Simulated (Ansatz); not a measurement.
# Co(0001): modes of surface species

Aim: bond lengths and vibrational modes of species bound on Co(0001).

Calculated with Ansatz 0.2.0; DFT PBE, scalar-relativistic, plane waves, PAW; PAW set soft_1.

This is a report of a sequence of runs, with most program output left out.

## 1. The bulk crystal behind the slab

Symmetry: P6_3/mmc, No. 194, hexagonal system. Conventional cell: a = 2.500 Å, b = 2.500 Å, c = 4.050 Å, α = 90.00°, β = 90.00°, γ = 120.00°. Nearest to Co lie 12 Co at 2.49 to 2.50 Å.

## 2. Relaxation of the host

The host crystal is relaxed at the same level, and its volume sets the scale of the cells that follow.

input.yaml reads:

```yaml
crystal:
  lattice:
    - [2.5, 0.0, 0.0]
    - [-1.25, 2.1650635095, 0.0]
    - [0.0, 0.0, 4.05]
  atoms:
    - { symbol: Co, position: [0.3333333333, 0.6666666667, 0.25], spin: 1.6 }
    - { symbol: Co, position: [0.6666666667, 0.3333333333, 0.75], spin: 1.6 }
kpoints:
  mp_grid: { grid: [24, 24, 12] }
hamiltonian:
  xc: pbe
  pseudopotentials: { kind: paw, azcp: { folder: soft_1 } }
scf:
  occupations: { method: gaussian, width: 0.1 }
output:
  forces: true
  stress: true
  eigenvalues: true
  populations: true
magnetization:
  spin_polarized: true
relax:
  adjacent_minimum: "off"
  f_tol: 0.002
  max_steps: 60
  cell: { stress_tol: 0.02 }
```

Started as:

```console
ansatz run input.yaml --threads 8 --pin off --max-ram 20480MiB --backend cpu --events-out ev --progress --plain --runs-dir out
```

Run time: 34 s. Hardware: 8 threads of Arm Neoverse N1, shared host; peak memory 0.64 GiB; 4 min of CPU time.

Step by step:

```csv
step,energy less that of the first step (eV),largest force component (eV/Å),pressure (GPa),volume (Å³)
1,0.0000,0.0000,-1.88,21.92
2,-0.0011,0.0000,-0.87,21.82
3,-0.0015,0.0000,0.02,21.72
4,-0.0015,0.0000,0.00,21.73
5*,-0.0012,0.0000,0.01,21.73
```

Relaxation steps marked * repeat the geometry before them on a plane-wave basis chosen anew for their cell, so energy and pressure can jump there.

The run keeps the 24 symmetry operations that it works with, so distortions that break them were not tested.

```csv
"conventional cell, symmetrised",before,after,change
a (Å),2.500,2.494,-0.2 %
b (Å),2.500,2.494,-0.2 %
c (Å),4.050,4.032,-0.4 %
volume (Å³/atom),10.96,10.86,-0.9 %
```

Final coordinates:

```
Co
1.0
     2.49438    0.00000    0.00000
    -1.24719    2.16019    0.00000
     0.00000    0.00000    4.03189
Co
2
Direct
  0.33333 0.66667 0.25000
  0.66667 0.33333 0.75000
```

Numbers from this step:

| Quantity | Value |
| --- | --- |
| magnetization | 3.235 μB |
| site moments | 1.693, 1.693 μB |
| pressure | 0.01184 GPa |
| volume per atom | 10.86 Å³ |
| gap on the k-mesh | 0 eV |

The forces vanish by symmetry.

The cell shrank by 0.9 % in volume.

## 3. Letting the atoms settle: H at the hcp hollow site, 1 monolayer

The slab carries H at the hcp hollow site, 1 monolayer. The typed slab is scaled evenly to the volume of the relaxed bulk, at the typed c/a. The lowest layers are held, and the other atoms relax. The program lengthens the typed cell of 21.6 Å along the normal to 37.1 Å, as its cut-off of the electrostatics needs, and moves no atom.

System of this step: H at the hcp hollow site, 1 monolayer on Co(0001). The cell holds 5 atoms: 4 Co and 1 H. Its edges and angles: a = 2.493 Å, b = 2.493 Å, c = 37.092 Å, α = 90.0°, β = 90.0°, γ = 60.0°. It derives from Co. Vacuum lies along c.

input.yaml reads:

```yaml
crystal:
  lattice:
    - [2.4925239033, 0.0, 0.0]
    - [1.2462619517, 2.1585855208, 0.0]
    - [0.0, 0.0, 21.6011293949]
  atoms:
    - { symbol: Co, position: [0.666667, 0.666667, 0.346166], spin: 1.6 }
    - { symbol: Co, position: [0.0, 0.0, 0.439631], spin: 1.6 }
    - { symbol: Co, position: [0.666667, 0.666667, 0.533095], spin: 1.6 }
    - { symbol: Co, position: [0.0, 0.0, 0.62656], spin: 1.6 }
    - { symbol: H, position: [0.666667, 0.666667, 0.653834] }
  periodic: [true, true, false]
kpoints:
  mp_grid: { grid: [12, 12, 1] }
hamiltonian:
  xc: pbe
  pseudopotentials: { kind: paw, azcp: { folder: soft_1 } }
scf:
  occupations: { method: gaussian, width: 0.1 }
output:
  forces: true
  eigenvalues: true
  populations: true
magnetization:
  spin_polarized: true
relax:
  adjacent_minimum: "off"
  f_tol: 0.003
  max_steps: 120
  constraints: [{ sites: [0, 1] }]
```

Wall time 63 s (8 threads); peak memory 0.84 GiB; 8 min of CPU time.

Step by step:

```csv
step,energy less that of the first step (eV),largest force component (eV/Å)
1,0.0000,1.5159
2,-0.1515,1.0526
3,-0.2593,0.1537
4,-0.2619,0.0197
5,-0.2620,0.0015
6,-0.2620,0.0015
```

The run keeps the 6 symmetry operations that it works with, so distortions that break them were not tested.

The atoms that moved most (Å):

| atom | dx | dy | dz | length |
| --- | --- | --- | --- | --- |
| H5 | 0.000 | 0.000 | 0.329 | 0.329 |
| Co3 | 0.000 | 0.000 | 0.018 | 0.018 |

The largest force component left on a free atom is 1.5 meV/Å.

## 4. Modes of the chosen sites: H at the hcp hollow site, 1 monolayer

Only 2 sites are displaced (1 Co and 1 H), with their periodic images, and all others stay at rest. This gives the modes that are localised on these sites for less work than the whole matrix.

input.yaml, the sections that differ from step 3:

```yaml
crystal:
  lattice:
    - [2.4925218832, 0.0, 0.0]
    - [1.2462609416, 2.1585872703, 0.0]
    - [0.0, 0.0, 37.0919525573]
  atoms:
    - { symbol: Co, position: [0.6666666667, 0.6666666667, 0.2015956573], spin: 2.06 }
    - { symbol: Co, position: [0.0, 0.0, 0.2560265897], spin: 1.97 }
    - { symbol: Co, position: [0.6666666667, 0.6666666667, 0.3109496535], spin: 1.96 }
    - { symbol: Co, position: [0.0, 0.0, 0.3649778035], spin: 1.34 }
    - { symbol: H, position: [0.6666666667, 0.6666666667, 0.3896495348] }
  periodic: [true, true, false]
output:
  eigenvalues: true
phonons:
  method: fd
  supercell: [1, 1, 1]
  displaced_sites: [3, 4]
  rigid_motions: translations
# kpoints, hamiltonian, scf, magnetization: as in step 3
# relax: removed
```

Run time: 99 s. Hardware: 8 threads; peak memory 1.1 GiB; 13 min of CPU time.

The other atoms of the cell are at rest; shares are of the kinetic energy, a minus sign marks an imaginary mode, and where like sites share a mode the one named is one choice of several. Modes of the displaced sites:

| mode | frequency (cm⁻¹) | share of Co (%) | share of H (%) | site with the largest share | its share (%) |
| --- | --- | --- | --- | --- | --- |
| 1 | 75.0 | 98 | 2 | Co4 | 98 |
| 2 | 75.0 | 98 | 2 | Co4 | 98 |
| 3 | 166.0 | 98 | 2 | Co4 | 98 |
| 4 | 1004.6 | 2 | 98 | H5 | 98 |
| 5 | 1004.6 | 2 | 98 | H5 | 98 |
| 6 | 1182.0 | 2 | 98 | H5 | 98 |

The same force constants with another mass on the added atoms, against the natural mean mass; listed are the real modes with at least half of their motion on these atoms, followed through small steps of mass, less those that pass through avoided crossings, where the squared overlap of new and old mass-weighted patterns is under 0.8. Modes after a change of mass:

| substitution | mode | frequency (cm⁻¹) | after (cm⁻¹) | ratio |
| --- | --- | --- | --- | --- |
| D for H | 4 | 1004.6 | 716.3 | 1.403 |
| D for H | 5 | 1004.6 | 716.3 | 1.403 |
| D for H | 6 | 1182.0 | 842.5 | 1.403 |

The highest mode of the block lies at 1182.0 cm⁻¹; the acoustic sum rule moved it by 0.0 cm⁻¹.

## 5. Relaxation in the fixed cell: H at the hcp hollow site, 0.5 monolayer

The slab carries H at the hcp hollow site, 0.5 monolayer. The typed slab is scaled evenly to the volume of the relaxed bulk, at the typed c/a. The lowest layers are held, and the other atoms relax. The program lengthens the typed cell of 21.6 Å along the normal to 37.1 Å, as its cut-off of the electrostatics needs, and moves no atom.

System of this step: H at the hcp hollow site, 0.5 monolayer on Co(0001). The cell holds 9 atoms: 8 Co and 1 H. Its edges and angles: a = 4.985 Å, b = 2.493 Å, c = 37.092 Å, α = 90.0°, β = 90.0°, γ = 60.0°. It derives from Co. Vacuum lies along c.

input.yaml reads:

```yaml
crystal:
  lattice:
    - [4.9850478066, 0.0, 0.0]
    - [1.2462619517, 2.1585855208, 0.0]
    - [0.0, 0.0, 21.6011293949]
  atoms:
    - { symbol: Co, position: [0.833333, 0.666667, 0.346166], spin: 1.6 }
    - { symbol: Co, position: [0.333333, 0.666667, 0.346166], spin: 1.6 }
    - { symbol: Co, position: [0.0, 0.0, 0.439631], spin: 1.6 }
    - { symbol: Co, position: [0.5, 0.0, 0.439631], spin: 1.6 }
    - { symbol: Co, position: [0.833333, 0.666667, 0.533095], spin: 1.6 }
    - { symbol: Co, position: [0.333333, 0.666667, 0.533095], spin: 1.6 }
    - { symbol: Co, position: [0.0, 0.0, 0.62656], spin: 1.6 }
    - { symbol: Co, position: [0.5, 0.0, 0.62656], spin: 1.6 }
    - { symbol: H, position: [0.333333, 0.666667, 0.653834] }
  periodic: [true, true, false]
kpoints:
  mp_grid: { grid: [6, 12, 1] }
hamiltonian:
  xc: pbe
  pseudopotentials: { kind: paw, azcp: { folder: soft_1 } }
scf:
  occupations: { method: gaussian, width: 0.1 }
output:
  forces: true
  eigenvalues: true
  populations: true
magnetization:
  spin_polarized: true
relax:
  adjacent_minimum: "off"
  f_tol: 0.003
  max_steps: 120
  constraints: [{ sites: [0, 1, 2, 3] }]
```

It took 9.6 min on 8 threads; peak memory 2.4 GiB.

Step by step:

```csv
step,energy less that of the first step (eV),largest force component (eV/Å)
1,0.0000,1.6258
2,-0.1978,1.0909
3,-0.3347,0.1151
4,-0.3391,0.0324
5,-0.3396,0.0085
6,-0.3396,0.0088
7,-0.3396,0.0016
8,-0.3397,0.0004
```

Relaxation step 6 was tried and not accepted.

The run keeps the 2 symmetry operations that it works with, so distortions that break them were not tested.

The atoms that moved most (Å):

```csv
atom,dx,dy,dz,length
H9,0.031,-0.018,0.362,0.364
Co5,0.004,-0.002,0.042,0.042
Co6,0.006,-0.004,0.041,0.042
Co7,-0.012,0.007,-0.021,0.026
Co8,0.007,-0.004,0.010,0.013
```

The largest force component left on a free atom is 0.44 meV/Å.

## 6. Modes of the chosen sites: H at the hcp hollow site, 0.5 monolayer

Only 3 sites are displaced (2 Co and 1 H), with their periodic images, and all others stay at rest. This gives the modes that are localised on these sites for less work than the whole matrix.

input.yaml reads:

```yaml
crystal:
  lattice:
    - [4.9850447764, -1.7495e-06, 0.0]
    - [1.2462604366, 2.1585863956, 0.0]
    - [0.0, 0.0, 37.0919525573]
  atoms:
    - { symbol: Co, position: [0.833333, 0.666667, 0.2015956573], spin: 2.02 }
    - { symbol: Co, position: [0.333333, 0.666667, 0.2015956573], spin: 2.03 }
    - { symbol: Co, position: [0.0, 0.0, 0.2560265897], spin: 1.96 }
    - { symbol: Co, position: [0.5, 0.0, 0.2560265897], spin: 1.96 }
    - { symbol: Co, position: [0.8344210119, 0.6655789881, 0.3115903864], spin: 1.94 }
    - { symbol: Co, position: [0.3350255021, 0.6649744979, 0.3115755452], spin: 1.97 }
    - { symbol: Co, position: [-0.0032517366, 0.0032517366, 0.3643108035], spin: 1.8 }
    - { symbol: Co, position: [0.5017430259, -0.0017430259, 0.3651666066], spin: 1.53 }
    - { symbol: H, position: [0.3417020279, 0.6582979721, 0.3905421594] }
  periodic: [true, true, false]
kpoints:
  mp_grid: { grid: [6, 12, 1] }
hamiltonian:
  xc: pbe
  pseudopotentials: { kind: paw, azcp: { folder: soft_1 } }
scf:
  occupations: { method: gaussian, width: 0.1 }
output:
  eigenvalues: true
magnetization:
  spin_polarized: true
phonons:
  method: fd
  supercell: [1, 1, 1]
  displaced_sites: [6, 7, 8]
  rigid_motions: translations
```

Elapsed: 16 min, on 8 threads; peak memory 3.4 GiB.

The other atoms of the cell are at rest; shares are of the kinetic energy, a minus sign marks an imaginary mode, and where like sites share a mode the one named is one choice of several. Modes of the displaced sites:

```csv
mode,frequency (cm⁻¹),share of Co (%),share of H (%),site with the largest share,its share (%)
1,79.9,99,1,Co8,51
2,80.9,99,1,Co8,52
3,161.1,99,1,Co7,53
4,171.5,99,1,Co8,74
5,179.8,100,0,Co7,75
6,234.9,99,1,Co7,50
7,785.0,1,99,H9,99
8,997.5,2,98,H9,98
9,1164.7,2,98,H9,98
```

The same force constants with another mass on the added atoms, against the natural mean mass; listed are the real modes with at least half of their motion on these atoms, followed through small steps of mass, less those that pass through avoided crossings, where the squared overlap of new and old mass-weighted patterns is under 0.8. Modes after a change of mass:

```csv
substitution,mode,frequency (cm⁻¹),after (cm⁻¹),ratio
D for H,7,785.0,559.5,1.403
D for H,8,997.5,711.2,1.403
D for H,9,1164.7,830.6,1.402
```

The highest mode of the block lies at 1164.7 cm⁻¹; the acoustic sum rule moved it by 0.0 cm⁻¹.

(Part 1 of 2 ends here.)

[Logs are printed without paths, hosts, clocks, repeated set-up lines and the standing remarks that a program may print on its own settings, such as how far it seeks lower states.]

[Hosts, paths, dates, database ids (printed as entryN), source tags and the programs' standing remarks are cut or masked in the printed files.]
